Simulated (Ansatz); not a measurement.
# TaAgS3 (model cell, started as cubic perovskite with Ta in the octahedra): a soft mode frozen in, part 3 of 3

Aim: this structure of TaAgS3 (model cell, started as cubic perovskite with Ta in the octahedra) is to be tested for unstable modes, and one is followed downhill.

Ansatz 0.2.0; DFT PBE, scalar-relativistic, plane waves, PAW; PAW set soft_1.

So far. Step 5 (Energy along the mode, all amplitudes (two of the runs …): The lowest of the steps tried is the last one, at 0.6 Å, 145 meV/atom below the parent; the bottom of the well need not coincide with a step. Step 7 (The new phase in its own primitive cell): The largest force component left is 0.76 meV/Å and the pressure is 0.000 GPa, within the tolerances set. The cell now holds 19.97 Å³/atom. The relaxed cell has a, b, c = 7.091, 9.140, 6.162 Å (conventional setting).

The structure was built from a prototype and need not be the compound's stable phase.

### 8. Modes of the new phase

A relaxed structure may still be a saddle point, so its zone-centre modes are computed. No field response is asked, since the mesh shows no gap.

Input file input.yaml:

```yaml
crystal:
  lattice:
    - [-3.5453320976, 4.5700126339, 3.0808702654]
    - [3.5453320976, -4.5700126339, 3.0808702654]
    - [3.5453320976, 4.5700126339, -3.0808702654]
  atoms:
    - { symbol: Ag, position: [0.3137598127, 0.0637598127, 0.25] }
    - { symbol: Ag, position: [0.6862401873, 0.9362401873, 0.75] }
    - { symbol: Ta, position: [0.5, 0.5, 0.0] }
    - { symbol: Ta, position: [0.0, 0.5, 0.5] }
    - { symbol: S, position: [0.9047366581, 0.6547366581, 0.25] }
    - { symbol: S, position: [0.0952633419, 0.3452633419, 0.75] }
    - { symbol: S, position: [0.3217102686, 0.0, 0.8217102686] }
    - { symbol: S, position: [0.6782897314, 0.0, 0.1782897314] }
    - { symbol: S, position: [0.6782897314, 0.5, 0.6782897314] }
    - { symbol: S, position: [0.3217102686, 0.5, 0.3217102686] }
kpoints:
  mp_grid: { grid: [8, 8, 8] }
hamiltonian:
  xc: pbe
  pseudopotentials: { kind: paw, azcp: { folder: soft_1 } }
scf:
  occupations: { method: methfessel_paxton, width: 0.2 }
output:
  eigenvalues: true
phonons:
  method: dfpt
```

Run with:

```console
ansatz run input.yaml --threads 4 --pin off --max-ram 16384MiB --backend cpu --events-out ev --progress --plain --runs-dir out
```

Numbers of over 12 decimals in the logs are rounded to 6 here.

What it wrote:

```text
[...]
Crystal: 10 atoms, lattice volume = 199.668 Å³
Basis set: ecut = 420 eV, 3875 PW (Γ), exchange–correlation on 96×96×96 points (8 copies of the dense FFT grid, shifted against one another)
Bands: 60, of which v1, the nominal top of the filled ones, is band 50 counted from 1 (49 counted from 0)
Symmetry: 8 space group operations
k-points: 260 of 512 (irreducible under 1 space group operation, time reversal used)
[...]
SCF iter   1: F=—  HF=-40466.072390 eV  |F-HF|=—  |Δ(HF+E_count)|=         —  Δρ=3.46e-2  dr2=3.92e0  ethr=3.10e-3  ⟨swp⟩=6.5  Hψ=61124  notcnv=0
[...]
SCF iter  13: F=-40465.380405 eV  HF=-40465.380405 eV  |F-HF|=0.00e0  |Δ(HF+E_count)|=  2.18e-11  S|Δr|=    0.00e0  Δρ=5.29e-8  dr2=7.89e-12  ethr=1.00e-12  ⟨swp⟩=13.7  Hψ=94346  notcnv=0
SCF 1 converged in 13 iterations: F = -40465.380405 eV  dr2 = 7.89e-12
[...]
DFPT response loops at Γ: preconditioner auto → Kerker (q_TF=auto, 2.431 Å⁻¹) (partly filled bands, converged f_vac=0.005); β = 1.00, the filter's whole step (`scf.mixing.beta` (0.50) is not read by the response loops under this deck's `scf.mixing.preconditioner`; to damp them name `kerker` or `kerker_dos`, under which they read `scf.mixing.beta`, and type it under 1.00, their step now; both keys bind the ground state too); Broyden in place of MSR1
SCF converged after 13 iterations
[...]
Free energy (F): -40465.380405 eV
[...]
Internal energy: -40465.385295 eV  (E = F + TS)
E sigma→0 (E₀):  -40465.381627 eV
Entropy (-TS):   0.004890 eV (0.489 meV/atom)
Fermi energy:    9.652583 eV
[...]
--- Band table (eV; the first three rows and the last of 260) ---
  k-point 0: bands = [... 46 lower, 9.1696, 9.2754, 9.2894, 9.3507, 9.3896, 9.6568, 10.6296, 10.6983, ... 6 higher]
  k-point 1: bands = [... 46 lower, 8.8363, 9.1781, 9.2169, 9.5151, 9.6667, 9.9086, 10.6123, 10.9044, ... 6 higher]
  k-point 2: bands = [... 46 lower, 8.5830, 8.9796, 9.2406, 9.5131, 10.0446, 10.3024, 10.6700, 11.2627, ... 6 higher]
  k-point 259: bands = [... 46 lower, 8.0735, 8.4225, 8.8990, 9.1329, 9.1820, 10.0845, 10.9028, 11.0403, ... 6 higher]
--- Phonons (Γ-DFPT): 12 representative perturbations + reference, on 260 of 512 k-points (Σ response iterations 42) ---
  k mesh reduced under 1 symmetry operation, with k and −k counted as one. Each operation leaves every solved perturbation unchanged. A smaller set is not used because it would not reduce the number of displacements times k-points to solve
  ASR residual: 6.591e-5 → 0.000e0 eV/Å²; symmetrization residual: 1.289e-5 eV/Å²
  ASR residual per site (eV/Å²): 3.73e-5 3.73e-5 4.90e-5 4.90e-5 4.71e-5 4.71e-5 6.59e-5 6.59e-5 6.59e-5 6.59e-5
  Γ frequencies (cm⁻¹): -42.30 -26.82 0.00 0.00 0.00 30.30 42.95 56.03 76.14 76.29 85.18 90.85 119.96 120.35 138.27 145.36 149.40 154.50 159.08 219.04 222.74 226.12 235.26 251.31 258.94 272.59 273.77 299.49 315.00 439.78
  non-analytic LO–TO correction: not included (Born effective charges unavailable; polar crystals: no LO–TO splitting at Γ)
```

Elapsed: 27 min, on 4 threads of Arm Neoverse V1, shared host; peak memory 8 GiB; 1.7 h of CPU time.

This step gave:

| Item | Value |
| --- | --- |
| sum-rule residual before enforcement | 6.59e-5 eV/Å² |
| point group | mmm |
| highest optical mode at the zone centre (no LO-TO term) | 439.8 cm⁻¹ |
| lowest optical zone-centre mode | -42.3 cm⁻¹ |

Patterns of degenerate modes are one choice out of their space. Modes at Γ, with each element's share of the kinetic energy (negative means imaginary):

| mode | frequency (cm⁻¹) | symmetry | Ag % | Ta % | S % |
| --- | --- | --- | --- | --- | --- |
| 1 | -42.3 | B3u | 11 | 46 | 42 |
| 2 | -26.8 | B1u | 28 | 58 | 14 |
| 3 | 0.0 | acoustic | 28 | 47 | 25 |
| 4 | 0.0 | acoustic | 28 | 47 | 25 |
| 5 | 0.0 | acoustic | 28 | 47 | 25 |
| 6 | 30.3 | B2u | 27 | 60 | 12 |
| 7 | 43.0 | B3g | 97 | 0 | 3 |
| 8 | 56.0 | B1g | 0 | 0 | 100 |
| 9 | 76.1 | B2g | 98 | 0 | 2 |
| 10 | 76.3 | Ag | 95 | 0 | 5 |
| 11 | 85.2 | B3u | 58 | 2 | 41 |
| 12 | 90.8 | B2u | 44 | 8 | 48 |
| 13 | 120.0 | B2g | 1 | 0 | 99 |
| 14 | 120.3 | B1u | 40 | 23 | 37 |
| 15 | 138.3 | Au | 0 | 21 | 79 |
| 16 | 145.4 | B3u | 3 | 5 | 93 |
| 17 | 149.4 | B2u | 0 | 84 | 16 |
| 18 | 154.5 | B1u | 0 | 60 | 40 |
| 19 | 159.1 | Au | 0 | 79 | 21 |
| 20 | 219.0 | B1u | 2 | 10 | 88 |
| 21 | 222.7 | B3g | 3 | 0 | 97 |
| 22 | 226.1 | B2g | 2 | 0 | 98 |
| 23 | 235.3 | Ag | 0 | 0 | 100 |
| 24 | 251.3 | B2u | 0 | 0 | 99 |
| 25 | 258.9 | Ag | 5 | 0 | 95 |
| 26 | 272.6 | B3u | 0 | 1 | 99 |
| 27 | 273.8 | B1g | 0 | 0 | 100 |
| 28 | 299.5 | B3g | 0 | 0 | 100 |
| 29 | 315.0 | B1u | 2 | 3 | 96 |
| 30 | 439.8 | B3g | 0 | 0 | 100 |

Displacements in mode 1 (-42.3 cm⁻¹), the largest set to 1:
```
Ag1 -0.43  0.00  0.00
Ag2 -0.43  0.00  0.00
Ta3  0.67  0.00  0.00
Ta4  0.67  0.00  0.00
S5  -0.32  0.00  0.00
S6  -0.32  0.00  0.00
S7  -1.00  0.00  0.32
S8  -1.00  0.00  0.32
S9  -1.00  0.00 -0.32
S10 -1.00  0.00 -0.32
```

Displacements in mode 12 (90.8 cm⁻¹), the largest set to 1:
```
Ag1  0.00  0.88  0.00
Ag2  0.00  0.88  0.00
Ta3  0.00 -0.01  0.29
Ta4  0.00 -0.01 -0.29
S5   0.00 -1.00  0.00
S6   0.00 -1.00  0.00
S7   0.00 -0.96  0.00
S8   0.00 -0.96  0.00
S9   0.00 -0.96  0.00
S10  0.00 -0.96  0.00
```

Before it was imposed, the acoustic sum rule was missed by 6.6e-5 eV/Å². Small misses are needed for a sound result but don't prove that mesh and cutoff are converged. The lowest optical mode is imaginary, 42.3i cm⁻¹, so the energy falls along it.

### 9. The phases reached

The phases reached along the modes that were followed are set side by side.

Energies are those of the first relaxation, on the mesh of the frozen mode; space group, volume and gap are those of the last relaxation. Phases, by row:

| mode frozen in | space group | energy from parent (meV/atom) | volume (Å³/atom) | gap on mesh (eV) | lowest zone-centre optical mode (cm⁻¹) | largest shift (Å) |
| --- | --- | --- | --- | --- | --- | --- |
| parent | Pm-3m | 0 | 22.28 | 0 | – | – |
| q = (0, -0.5, -0.5), 181i cm⁻¹ | P4/mbm | -203.5 | 20.45 | 0 | -65 | 0.824 |
| q = (-0.5, -0.5, -0.5), 174i cm⁻¹ | I4/mcm | -184.8 | 20.53 | 0 | -115.3 | 0.806 |
| q = (-0.5, -0.5, -0.5), 174i cm⁻¹ | R-3c | -280.4 | 20.34 | 0 | -110.8 | 0.743 |
| q = (-0.5, -0.5, -0.5), 174i cm⁻¹ | Imma | -282.4 | 19.97 | 0 | -42.3 | 0.954 |

### 10. What came out

| Property | Result |
| --- | --- |
| unstable mode of the parent | q = (-0.5, -0.5, -0.5), 174i cm⁻¹ |
| depth at the lowest point sampled | 145 meV/atom |
| largest atomic shift at that point | 0.6 Å |
| space group reached (within 0.01 Å) | Imma |
| energy gained over the parent (first relaxation, on the mesh of the frozen mode) | 282 meV/atom |
| volume per atom, phase reached | 20.0 Å³ |
| lowest optical zone-centre mode, phase reached | -42.3 cm⁻¹ |
| highest optical mode at the zone centre (no LO-TO term), phase reached | 440 cm⁻¹ |

What this shows: Along this mode the structure falls into Imma, 282 meV/atom below the parent. At the parent's cell the well is 144.7 meV/atom deep on the steps tried, with its lowest point at a shift of 0.6 Å. That is the last step tried, so the steps alone don't bracket the bottom of the well. Relaxing atoms and cell changes the gain by +137.67 meV/atom against the lowest step (energies at zero smearing). The new phase still has an imaginary mode at the zone centre of its cell, so it is a saddle point on the way to a lower structure. Of the 4 patterns followed to their end from this parent, this one reaches the lowest energy. Each path keeps the symmetry of its pattern, so a lower phase may lie along a pattern not tried. With no gap, or one that is small against the smearing, the frequencies hang on the k mesh and the smearing, most of all near Kohn anomalies. Spin-orbit coupling is left out, which can matter for the heavy elements here. A phonon run warned that its eigensolver left some bands unconverged in a pass. The starting cell was built on a prototype and not taken from a measurement, so the phase need not exist.

[Logs are printed without paths, hosts, clocks, repeated set-up lines and the standing remarks that a program may print on its own settings, such as how far it seeks lower states.]

[Hosts, paths, dates, database ids (printed as entryN), source tags and the programs' standing remarks are cut or masked in the printed files.]
